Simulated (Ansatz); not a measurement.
# K on Rh(111): change of the work function

How does K on the fcc site change the work function of Rh(111) as the layer fills?

Program: Ansatz 0.2.0. Level of theory: plane-wave DFT, PBE, Ansatz PAW. Values are calculated unless marked as measured.

Report form: inputs, costs, results and the conclusion, without the logs.

**1. The system as given**

The cell holds 4 atoms: 4 Rh. Its edges and angles: a = 2.687 Å, b = 2.687 Å, c = 24.582 Å, α = 90.0°, β = 90.0°, γ = 60.0°. Vacuum lies along c.

**2. The clean slab**

The bare slab comes first, as the zero from which every change is counted. The two lowest layers are held at bulk places and the upper ones relax. The dipole correction removes the false field that a one-sided slab makes across the periodic vacuum, so each face gets a flat vacuum level of its own.

input.yaml reads:

```yaml
crystal:
  lattice:
    - [2.6870057685, 0.0, 0.0]
    - [1.3435028843, 2.3270152556, 0.0]
    - [0.0, 0.0, 24.5817930688]
  atoms:
    - { symbol: Rh, position: [0.0, 0.0, 0.3661246344] }
    - { symbol: Rh, position: [0.3333333333, 0.3333333333, 0.4553748781] }
    - { symbol: Rh, position: [0.6666666667, 0.6666666667, 0.5446251219] }
    - { symbol: Rh, position: [0.0, 0.0, 0.6338753656] }
kpoints:
  mp_grid: { grid: [12, 12, 1] }
hamiltonian:
  xc: pbe
scf:
  occupations: { method: fermi_dirac, width: 0.1 }
  convergence: { dr2_threshold: 1.0e-08 }
efield:
  axis: 3
  dipole_correction: true
  ramp_position: 0.97
  ramp_width: 0.06
relax:
  f_tol: 0.02
  max_steps: 60
  constraints: [{ sites: [0, 1] }]
output:
  write_potential: true
  write_density: true
  volumetric_format: npy
```

On the command line:

```console
$ ansatz run input.yaml --threads 4 --pin off --max-ram 16384MiB --backend cpu --events-out ev --progress --plain --runs-dir out
```

Elapsed: 8.9 s, on 4 threads of Arm Neoverse V1, shared host; peak memory 0.46 GiB.

Step by step:

```csv
step,energy less that of the first step (eV),largest force component (eV/Å)
1,0.0000,0.0350
2,-0.0001,0.0224
3,-0.0001,0.0004
```

The run keeps the 6 symmetry operations that the program found, so distortions that break them were not tested.

Final coordinates:

```cif
data_structure
_symmetry_space_group_name_H-M 'P 1'
_symmetry_Int_Tables_number 1
_cell_length_a 2.6870
_cell_length_b 2.6870
_cell_length_c 24.5818
_cell_angle_alpha 90.000
_cell_angle_beta 90.000
_cell_angle_gamma 60.000
_cell_volume 153.70
loop_
_atom_site_label
_atom_site_type_symbol
_atom_site_fract_x
_atom_site_fract_y
_atom_site_fract_z
_atom_site_occupancy
Rh1 Rh 0.00000 0.00000 0.36612 1
Rh2 Rh 0.33333 0.33333 0.45537 1
Rh3 Rh 0.66667 0.66667 0.54447 1
Rh4 Rh 0.00000 0.00000 0.63355 1
```

Numbers from this step:

```yaml
energy_at_zero_smearing: -25609.9437 eV
work_function_upper_face: 5.167 eV
dipole_along_the_normal: 6.10e-5 e·Å
```

Running mean over 2.194 Å of the planar mean; the ramp of the sawtooth is left out. Table of electron's electrostatic potential energy less the Fermi level by z:

```csv
z (Å),electron's electrostatic potential energy less the Fermi level (eV)
3.5,5.17
4.0,5.17
4.5,5.17
5.0,5.16
5.5,5.15
6.0,5.10
6.5,4.90
7.0,4.16
7.5,0.989
8.0,-5.57
8.5,-11.0
9.0,-12.7
9.5,-13.0
10.0,-13.1
10.5,-13.1
11.0,-13.2
11.5,-13.3
12.0,-13.3
12.5,-13.3
13.0,-13.3
13.5,-13.2
14.0,-13.2
14.5,-13.1
15.0,-13.0
15.5,-12.8
16.0,-11.5
16.5,-6.58
17.0,0.143
17.5,3.93
18.0,4.85
18.5,5.08
19.0,5.14
19.5,5.16
20.0,5.17
20.5,5.17
21.0,5.17
21.5,5.17
```

The relaxation took 3 steps and lowered the energy by 1.3e-4 eV; the largest force on the free atoms ends at 4.0e-4 eV/Å.

The work function of the upper face is 5.17 eV.

**3. Adsorbate added, k-mesh 4×4×1, coverage 0.111 ML**

System of this step: KRh36 (K/Rh(111)). The cell holds 37 atoms: 36 Rh and 1 K. Its edges and angles: a = 8.061 Å, b = 8.061 Å, c = 27.771 Å, α = 90.0°, β = 90.0°, γ = 60.0°. Vacuum lies along c.

The clean slab as it ended is repeated in the plane and the adsorbate is set on one face; the cell's size fixes the coverage, and the k-mesh shrinks with it to keep the sampling density about even. Adsorbate and upper layers relax, since the dipole depends on the height.

input.yaml reads:

```yaml
crystal:
  lattice:
    - [8.0610173054, -1.0e-10, 0.0]
    - [4.0305086528, 6.9810457668, 0.0]
    - [0.0, 0.0, 27.7707927341]
  atoms:
    - { symbol: Rh, position: [0.0, 0.0, 0.324081494] }
    - { symbol: Rh, position: [0.1111111111, 0.1111111111, 0.4030828766] }
    - { symbol: Rh, position: [0.2222222222, 0.2222222222, 0.4819483614] }
    - { symbol: Rh, position: [0.0, 0.0, 0.5607981962] }
    - { symbol: Rh, position: [0.0, 0.3333333333, 0.324081494] }
    - { symbol: Rh, position: [0.1111111111, 0.4444444444, 0.4030828766] }
    - { symbol: Rh, position: [0.2222222222, 0.5555555556, 0.4819483614] }
    - { symbol: Rh, position: [0.0, 0.3333333333, 0.5607981962] }
    - { symbol: Rh, position: [0.0, 0.6666666667, 0.324081494] }
    - { symbol: Rh, position: [0.1111111111, 0.7777777778, 0.4030828766] }
    - { symbol: Rh, position: [0.2222222222, 0.8888888889, 0.4819483614] }
    - { symbol: Rh, position: [0.0, 0.6666666667, 0.5607981962] }
    - { symbol: Rh, position: [0.3333333333, 0.0, 0.324081494] }
    - { symbol: Rh, position: [0.4444444444, 0.1111111111, 0.4030828766] }
    - { symbol: Rh, position: [0.5555555556, 0.2222222222, 0.4819483614] }
    - { symbol: Rh, position: [0.3333333333, 0.0, 0.5607981962] }
    - { symbol: Rh, position: [0.3333333333, 0.3333333333, 0.324081494] }
    - { symbol: Rh, position: [0.4444444444, 0.4444444444, 0.4030828766] }
    - { symbol: Rh, position: [0.5555555556, 0.5555555556, 0.4819483614] }
    - { symbol: Rh, position: [0.3333333333, 0.3333333333, 0.5607981962] }
    - { symbol: Rh, position: [0.3333333333, 0.6666666667, 0.324081494] }
    - { symbol: Rh, position: [0.4444444444, 0.7777777778, 0.4030828766] }
    - { symbol: Rh, position: [0.5555555556, 0.8888888889, 0.4819483614] }
    - { symbol: Rh, position: [0.3333333333, 0.6666666667, 0.5607981962] }
    - { symbol: Rh, position: [0.6666666667, 0.0, 0.324081494] }
    - { symbol: Rh, position: [0.7777777778, 0.1111111111, 0.4030828766] }
    - { symbol: Rh, position: [0.8888888889, 0.2222222222, 0.4819483614] }
    - { symbol: Rh, position: [0.6666666667, 0.0, 0.5607981962] }
    - { symbol: Rh, position: [0.6666666667, 0.3333333333, 0.324081494] }
    - { symbol: Rh, position: [0.7777777778, 0.4444444444, 0.4030828766] }
    - { symbol: Rh, position: [0.8888888889, 0.5555555556, 0.4819483614] }
    - { symbol: Rh, position: [0.6666666667, 0.3333333333, 0.5607981962] }
    - { symbol: Rh, position: [0.6666666667, 0.6666666667, 0.324081494] }
    - { symbol: Rh, position: [0.7777777778, 0.7777777778, 0.4030828766] }
    - { symbol: Rh, position: [0.8888888889, 0.8888888889, 0.4819483614] }
    - { symbol: Rh, position: [0.6666666667, 0.6666666667, 0.5607981962] }
    - { symbol: K, position: [0.1111111111, 0.1111111111, 0.675918506] }
kpoints:
  mp_grid: { grid: [4, 4, 1] }
hamiltonian:
  xc: pbe
scf:
  occupations: { method: fermi_dirac, width: 0.1 }
  convergence: { dr2_threshold: 1.0e-08 }
efield:
  axis: 3
  dipole_correction: true
  ramp_position: 0.97
  ramp_width: 0.06
relax:
  f_tol: 0.02
  max_steps: 60
  constraints:
    - { sites: [0, 1, 4, 5, 8, 9, 12, 13, 16, 17, 20, 21, 24, 25, 28, 29, 32, 33] }
output:
  write_potential: true
  write_density: true
  volumetric_format: npy
```

Elapsed: 10 min, on 4 threads; peak memory 9.7 GiB.

Step by step:

```csv
step,energy less that of the first step (eV),largest force component (eV/Å)
1,0.0000,0.6879
2,-0.0762,0.5168
3,-0.1404,0.0881
4,-0.1425,0.0266
5,-0.1427,0.0027
```

Forces are held to the 6 operations that the program found; a distortion that breaks them can't arise in this run.

The atoms that moved most (Å):

```csv
atom,dx,dy,dz,length
K37,0.000,0.000,-0.359,0.359
Rh32,0.002,-0.001,0.018,0.018
Rh20,-0.002,-0.001,0.018,0.018
Rh24,0.000,0.003,0.018,0.018
Rh12,0.000,0.000,0.013,0.013
Rh28,0.000,0.000,0.013,0.013
Rh36,0.000,0.000,0.013,0.013
Rh4,-0.009,-0.005,-0.006,0.012
```

The relaxed structure:

```cif
data_structure
_symmetry_space_group_name_H-M 'P 1'
_symmetry_Int_Tables_number 1
_cell_length_a 8.0610
_cell_length_b 8.0610
_cell_length_c 27.7708
_cell_angle_alpha 90.000
_cell_angle_beta 90.000
_cell_angle_gamma 60.000
_cell_volume 1562.78
loop_
_atom_site_label
_atom_site_type_symbol
_atom_site_fract_x
_atom_site_fract_y
_atom_site_fract_z
_atom_site_occupancy
Rh1 Rh 0.00000 0.00000 0.32408 1
Rh2 Rh 0.11111 0.11111 0.40308 1
Rh3 Rh 0.22230 0.22230 0.48200 1
Rh4 Rh 0.99928 0.99928 0.56058 1
Rh5 Rh 0.00000 0.33333 0.32408 1
Rh6 Rh 0.11111 0.44444 0.40308 1
Rh7 Rh 0.22231 0.55551 0.48225 1
Rh8 Rh 0.99928 0.33477 0.56058 1
Rh9 Rh 0.00000 0.66667 0.32408 1
Rh10 Rh 0.11111 0.77778 0.40308 1
Rh11 Rh 0.22230 0.88873 0.48200 1
Rh12 Rh 0.00002 0.66666 0.56127 1
Rh13 Rh 0.33333 0.00000 0.32408 1
Rh14 Rh 0.44444 0.11111 0.40308 1
Rh15 Rh 0.55551 0.22231 0.48225 1
Rh16 Rh 0.33477 0.99928 0.56058 1
Rh17 Rh 0.33333 0.33333 0.32408 1
Rh18 Rh 0.44444 0.44444 0.40308 1
Rh19 Rh 0.55551 0.55551 0.48225 1
Rh20 Rh 0.33313 0.33313 0.56145 1
Rh21 Rh 0.33333 0.66667 0.32408 1
Rh22 Rh 0.44444 0.77778 0.40308 1
Rh23 Rh 0.55605 0.88864 0.48194 1
Rh24 Rh 0.33313 0.66707 0.56145 1
Rh25 Rh 0.66667 0.00000 0.32408 1
Rh26 Rh 0.77778 0.11111 0.40308 1
Rh27 Rh 0.88873 0.22230 0.48200 1
Rh28 Rh 0.66666 0.00002 0.56127 1
Rh29 Rh 0.66667 0.33333 0.32408 1
Rh30 Rh 0.77778 0.44444 0.40308 1
Rh31 Rh 0.88864 0.55605 0.48194 1
Rh32 Rh 0.66707 0.33313 0.56145 1
Rh33 Rh 0.66667 0.66667 0.32408 1
Rh34 Rh 0.77778 0.77778 0.40308 1
Rh35 Rh 0.88864 0.88864 0.48194 1
Rh36 Rh 0.66666 0.66666 0.56127 1
K37 K 0.11111 0.11111 0.66300 1
```

Numbers from this step:

- energy at zero smearing: -232028.8090 eV
- work function, upper face: 2.111 eV
- work function, lower face: 5.181 eV
- dipole along the normal: 0.9548 e·Å
- step between the vacuum levels: -3.070 eV

Running mean over 2.194 Å of the planar mean; the ramp of the sawtooth is left out. Table of electron's electrostatic potential energy less the Fermi level by z:

```csv
z (Å),electron's electrostatic potential energy less the Fermi level (eV)
3.5,5.18
4.0,5.18
4.5,5.18
5.0,5.18
5.5,5.16
6.0,5.11
6.5,4.92
7.0,4.16
7.5,0.987
8.0,-5.56
8.5,-11.0
9.0,-12.7
9.5,-13.0
10.0,-13.1
10.5,-13.1
11.0,-13.2
11.5,-13.3
12.0,-13.3
12.5,-13.3
13.0,-13.3
13.5,-13.2
14.0,-13.1
14.5,-13.1
15.0,-13.0
15.5,-12.8
16.0,-11.6
16.5,-6.98
17.0,-0.841
17.5,2.10
18.0,2.13
18.5,1.77
19.0,1.56
19.5,1.70
20.0,1.96
20.5,2.08
21.0,2.10
21.5,2.11
22.0,2.11
22.5,2.11
23.0,2.11
23.5,2.11
24.0,2.11
24.5,2.11
```

The relaxation took 5 steps and lowered the energy by 0.14 eV; the largest force on the free atoms ends at 0.0027 eV/Å.

The covered face has 2.11 eV, -3.06 eV against the clean one; the bare back face has moved by +0.01 eV, a measure of how thin the slab is.

**4. Adsorbate added, k-mesh 6×6×1, coverage 0.25 ML**

System of this step: KRh16 (K/Rh(111)). The cell holds 17 atoms: 16 Rh and 1 K. Cell: a = 5.374 Å, b = 5.374 Å, c = 27.771 Å, α = 90.0°, β = 90.0°, γ = 60.0°. Vacuum lies along c.

Another coverage, to see how the dipoles act on each other as their distance changes.

input.yaml reads:

```yaml
crystal:
  lattice:
    - [5.374011537, -1.0e-10, 0.0]
    - [2.6870057685, 4.6540305112, 0.0]
    - [0.0, 0.0, 27.7707927341]
  atoms:
    - { symbol: Rh, position: [0.0, 0.0, 0.324081494] }
    - { symbol: Rh, position: [0.1666666667, 0.1666666667, 0.4030828766] }
    - { symbol: Rh, position: [0.3333333333, 0.3333333333, 0.4819483614] }
    - { symbol: Rh, position: [0.0, 0.0, 0.5607981962] }
    - { symbol: Rh, position: [0.0, 0.5, 0.324081494] }
    - { symbol: Rh, position: [0.1666666667, 0.6666666667, 0.4030828766] }
    - { symbol: Rh, position: [0.3333333333, 0.8333333333, 0.4819483614] }
    - { symbol: Rh, position: [0.0, 0.5, 0.5607981962] }
    - { symbol: Rh, position: [0.5, 0.0, 0.324081494] }
    - { symbol: Rh, position: [0.6666666667, 0.1666666667, 0.4030828766] }
    - { symbol: Rh, position: [0.8333333333, 0.3333333333, 0.4819483614] }
    - { symbol: Rh, position: [0.5, 0.0, 0.5607981962] }
    - { symbol: Rh, position: [0.5, 0.5, 0.324081494] }
    - { symbol: Rh, position: [0.6666666667, 0.6666666667, 0.4030828766] }
    - { symbol: Rh, position: [0.8333333333, 0.8333333333, 0.4819483614] }
    - { symbol: Rh, position: [0.5, 0.5, 0.5607981962] }
    - { symbol: K, position: [0.1666666667, 0.1666666667, 0.675918506] }
kpoints:
  mp_grid: { grid: [6, 6, 1] }
hamiltonian:
  xc: pbe
scf:
  occupations: { method: fermi_dirac, width: 0.1 }
  convergence: { dr2_threshold: 1.0e-08 }
efield:
  axis: 3
  dipole_correction: true
  ramp_position: 0.97
  ramp_width: 0.06
relax:
  f_tol: 0.02
  max_steps: 60
  constraints: [{ sites: [0, 1, 4, 5, 8, 9, 12, 13] }]
output:
  dos: { projected: true, e_range: [-8, 4] }
  write_potential: true
  write_density: true
  volumetric_format: npy
  elf: true
```

Run time: 2.4 min. Hardware: 4 threads; peak memory 2.8 GiB; 9.6 min of CPU time.

Relaxation path:

```csv
step,energy less that of the first step (eV),largest force component (eV/Å)
1,0.0000,0.5469
2,-0.0533,0.4747
3,-0.1230,0.2006
4,-0.1308,0.1323
5,-0.1347,0.0145
```

The run keeps the 6 symmetry operations that the program found, so distortions that break them were not tested.

The atoms that moved most (Å):

```csv
atom,dx,dy,dz,length
K17,0.000,0.000,-0.395,0.395
Rh16,0.000,0.000,0.055,0.055
Rh15,0.000,0.000,-0.016,0.016
Rh4,-0.012,-0.007,0.001,0.014
Rh8,0.000,0.014,0.001,0.014
Rh12,0.012,-0.007,0.001,0.014
Rh3,0.001,0.001,0.013,0.014
Rh7,0.000,-0.002,0.013,0.014
```

The relaxed structure:

```cif
data_structure
_symmetry_space_group_name_H-M 'P 1'
_symmetry_Int_Tables_number 1
_cell_length_a 5.3740
_cell_length_b 5.3740
_cell_length_c 27.7708
_cell_angle_alpha 90.000
_cell_angle_beta 90.000
_cell_angle_gamma 60.000
_cell_volume 694.57
loop_
_atom_site_label
_atom_site_type_symbol
_atom_site_fract_x
_atom_site_fract_y
_atom_site_fract_z
_atom_site_occupancy
Rh1 Rh 0.00000 0.00000 0.32408 1
Rh2 Rh 0.16667 0.16667 0.40308 1
Rh3 Rh 0.33350 0.33350 0.48243 1
Rh4 Rh 0.99851 0.99851 0.56085 1
Rh5 Rh 0.00000 0.50000 0.32408 1
Rh6 Rh 0.16667 0.66667 0.40308 1
Rh7 Rh 0.33350 0.83300 0.48243 1
Rh8 Rh 0.99851 0.50298 0.56085 1
Rh9 Rh 0.50000 0.00000 0.32408 1
Rh10 Rh 0.66667 0.16667 0.40308 1
Rh11 Rh 0.83300 0.33350 0.48243 1
Rh12 Rh 0.50298 0.99851 0.56085 1
Rh13 Rh 0.50000 0.50000 0.32408 1
Rh14 Rh 0.66667 0.66667 0.40308 1
Rh15 Rh 0.83333 0.83333 0.48138 1
Rh16 Rh 0.50000 0.50000 0.56277 1
K17 K 0.16667 0.16667 0.66171 1
```

This step gave:

```
energy at zero smearing        : -103978.7177 eV
work function, upper face      : 1.661 eV
work function, lower face      : 5.168 eV
dipole along the normal        : 0.4848 e·Å
step between the vacuum levels : -3.507 eV
```

Running mean over 2.194 Å of the planar mean; the ramp of the sawtooth is left out. Table of electron's electrostatic potential energy less the Fermi level by z:

```csv
z (Å),electron's electrostatic potential energy less the Fermi level (eV)
3.5,5.17
4.0,5.17
4.5,5.17
5.0,5.16
5.5,5.15
6.0,5.10
6.5,4.91
7.0,4.15
7.5,0.980
8.0,-5.56
8.5,-11.0
9.0,-12.7
9.5,-13.0
10.0,-13.1
10.5,-13.1
11.0,-13.2
11.5,-13.2
12.0,-13.2
12.5,-13.2
13.0,-13.2
13.5,-13.2
14.0,-13.1
14.5,-13.0
15.0,-13.0
15.5,-12.8
16.0,-11.7
16.5,-7.37
17.0,-1.82
17.5,0.352
18.0,-0.216
18.5,-0.805
19.0,-0.824
19.5,-0.0965
20.0,0.771
20.5,1.22
21.0,1.41
21.5,1.52
22.0,1.58
22.5,1.62
23.0,1.64
23.5,1.65
24.0,1.65
24.5,1.66
```

The density of states has structure finer than the step of the table below, so its rows give means over 0.25 eV. Peaks (eV: height): -4.270: 50.5, -3.850: 50.2, -3.070: 57.5, -2.770: 89.5, -2.680: 53.9, -2.350: 48.5, -0.690: 49.2.

The density of states by energy, zero at the Fermi level; means over each step:

```csv
energy (eV),density of states (states/eV a cell)
-7.75,0
-7.50,0.0607
-7.25,0.848
-7.00,0.877
-6.75,1.02
-6.50,1.07
-6.25,1.66
-6.00,4.28
-5.75,10.0
-5.50,20.7
-5.25,24.6
-5.00,27.8
-4.75,22.0
-4.50,23.4
-4.25,23.8
-4.00,16.2
-3.75,21.9
-3.50,18.4
-3.25,18.5
-3.00,29.2
-2.75,42.7
-2.50,31.0
-2.25,30.7
-2.00,26.2
-1.75,18.9
-1.50,28.8
-1.25,19.0
-1.00,22.7
-0.75,30.5
-0.50,28.7
-0.25,21.3
0.00,25.8
0.25,33.7
0.50,28.3
0.75,19.0
1.00,9.16
1.25,2.74
1.50,9.10
1.75,10.7
```

Projected DOS per atom over height of the atomic layer and energy from the Fermi level. Layers: Rh4 Rh4 Rh4 Rh4 K from below.

Ten even steps from '0' (0.00 states/eV) to '9' (2.33 states/eV), each cell a mean:
```
11111
00001
33333
78862
75571
96680
74570
75671
74470
96690
99890
46650
45550
54450
56550
49940
28720
02200
00000
00000
00000
00000
```
Columns: height of the atomic layer (Å) from 9 to 18.4 (not evenly spaced); rows upwards: energy from the Fermi level (eV) from -7.96 to 1.95.

Electrostatic potential energy in the ca plane at fractional y = 0.167, with atoms of Rh and K within 0.2 Å of it. With pseudopotentials it is smooth inside the atoms' cores, unlike the true potential.

Values in eV, 8 rows by 16 columns, each cell a mean:
```
-15   4   2   3 -21   1 -18   0   7   4   5   7   8   8   8   8
 -1  -8 -30   2  -5   5  -2   5   9   8   7   7   8   8   8   8
  5 -25 -51  -3   5   8   6   8   9   8   8   8   8   8   8   8
 -2  -9 -31   2  -3   5  -3   5   9   8   7   7   8   8   8   8
-14   4   2   3 -21   1 -18   0   7   4   6   7   8   8   8   8
 -1  -8 -30   2  -4   5  -1   5   1 -20   0   7   8   8   8   8
  5 -25 -51  -3   5   8   6   8  -7 -43  -7   6   7   8   8   8
 -1  -9 -32   2  -2   5  -2   5   1 -22   0   6   8   8   8   8
```
Columns run along c (16.0 Å, from fractional 0.32 to 0.90 of the cell; values clipped at the 3rd and 97th percentile), rows up along a (5.4 Å). Atoms in or near the plane, at fractional coordinates: Rh at (0.40, 0.17), Rh at (0.40, 0.67), K at (0.66, 0.17).

Valence density in the ca plane at fractional y = 0.167, with atoms of Rh and K within 0.2 Å of it. It is the smooth field of the valence electrons, not physical close to the nuclei.

Ten steps, logarithmic in the rise over the least value, from '0' (0 e/Å³) to '9' (13 e/Å³), each cell a mean:
```
64322232223555323555311011110000000000000000
54322333223554323554310000000000000000000000
43224665322343222343210000000000000000000000
22236898532222212222110000000000000000000000
22237998632222111222110000000000000000000000
32236887522222212232210000000000000000000000
43223565323443223443210000000000000000000000
54322332223554323555310000000000000000000000
54322333223554323554311012210000000000000000
43224665322343222333211135542000000000000000
22236898532222212222111357763100000000000000
22237998632222111222111367764100000000000000
32236887522222212222211356763100000000000000
43223565323343223443211134431000000000000000
```
Columns run along c (16.0 Å, from fractional 0.32 to 0.90 of the cell), rows up along a (5.4 Å). Atoms in or near the plane, at fractional coordinates: Rh at (0.40, 0.17), Rh at (0.40, 0.67), K at (0.66, 0.17).

ELF in the ca plane at fractional y = 0.167, with atoms of Rh and K within 0.2 Å of it. It is the smooth field of the valence electrons, not physical close to the nuclei.

Ten even steps from '0' (0.00) to '9' (0.86), each cell a mean:
```
54222222222453223444321014541000011110000000
43222222222443222444222100000000111100000000
32223554322332222232222210000000111100000000
22225887423222222223332211000011111100000000
33226888523322222233332221100111111100000000
22225787422222222222222211000011111100000000
32223454222332222333222100000000111100000000
53222222222453222444322100100000011100000000
43222232222443222344221025652000011110000000
32223554322332222232220279996200011110000000
22225887422222222223320599998410001110000000
33226888523322222233321698799510001110000000
22225787422222222223320599998410001110000000
32222454222332222333221169986200011110000000
```
Columns run along c (16.0 Å, from fractional 0.32 to 0.90 of the cell), rows up along a (5.4 Å). Atoms in or near the plane, at fractional coordinates: Rh at (0.40, 0.17), Rh at (0.40, 0.67), K at (0.66, 0.17).

The relaxation took 5 steps and lowered the energy by 0.13 eV; the largest force on the free atoms ends at 0.014 eV/Å.

By hand: a sheet of dipoles makes a step −p/(ε₀A) in the electron's potential. With e/ε₀ = 180.95 V·Å, p = 0.4848 e·Å and A = 25.01 Å², that is −180.95 × (0.4848) / 25.01 = -3.507 eV, and the two vacuum levels of the run differ by -3.507 eV.

The covered face has 1.66 eV, -3.51 eV against the clean one; the bare back face has moved by -0.00 eV, a measure of how thin the slab is.

**5. Work function against coverage**

This step: plane-wave DFT, PBE, Ansatz PAW; work function against coverage (Ansatz 0.2.0).

The runs are now put side by side.

This step gave:

```
work function of the clean face     : 5.167 eV
largest change of the work function : -3.506 eV
```

Table of work function of the covered face by coverage:

```csv
coverage (adsorbates/nm²),work function of the covered face (eV)
0.00,5.17
1.78,2.11
4.00,1.66
```

The dipole per adsorbate comes from the change of the cell's dipole. Coverage, by row:

```csv
coverage (1/nm²),coverage (ML),work function (eV),change (eV),"dipole per adsorbate, positive end outwards (debye)",mean height of the added atoms over the highest substrate atom (Å)
1.777,0.1111,2.111,-3.056,4.584,2.82
3.998,0.25,1.661,-3.506,2.327,2.748
```

**6. Summary of results**

- work function of the clean face: 5.17 eV
- work function at 0.11 ML: 2.11 eV
- work function at 0.25 ML: 1.66 eV
- dipole per adsorbate at 0.11 ML, positive end outwards: 4.58 D

**Reading.** K lowers the work function of Rh(111) at the lowest coverage, by 3.06 eV: the adsorbate layer has its positive end outwards. The slab has 4 layers, at the tabulated experimental lattice constant, one starting site was run, and quantum-size effects of a slab this thin can reach one or two tenths of an eV.

[Long decimals in the printed logs are rounded to 6 places.]

[Logs are printed without paths, hosts, clocks, repeated set-up lines and the standing remarks that a program may print on its own settings, such as how far it seeks lower states.]

[Hosts, paths, dates, database ids (printed as entryN), source tags and the programs' standing remarks are cut or masked in the printed files.]

[Maps of the electrostatic potential energy from Ansatz leave out the sawtooth potential of an applied field or a dipole correction, so their vacuum need not be flat; planar profiles and work functions include it.]
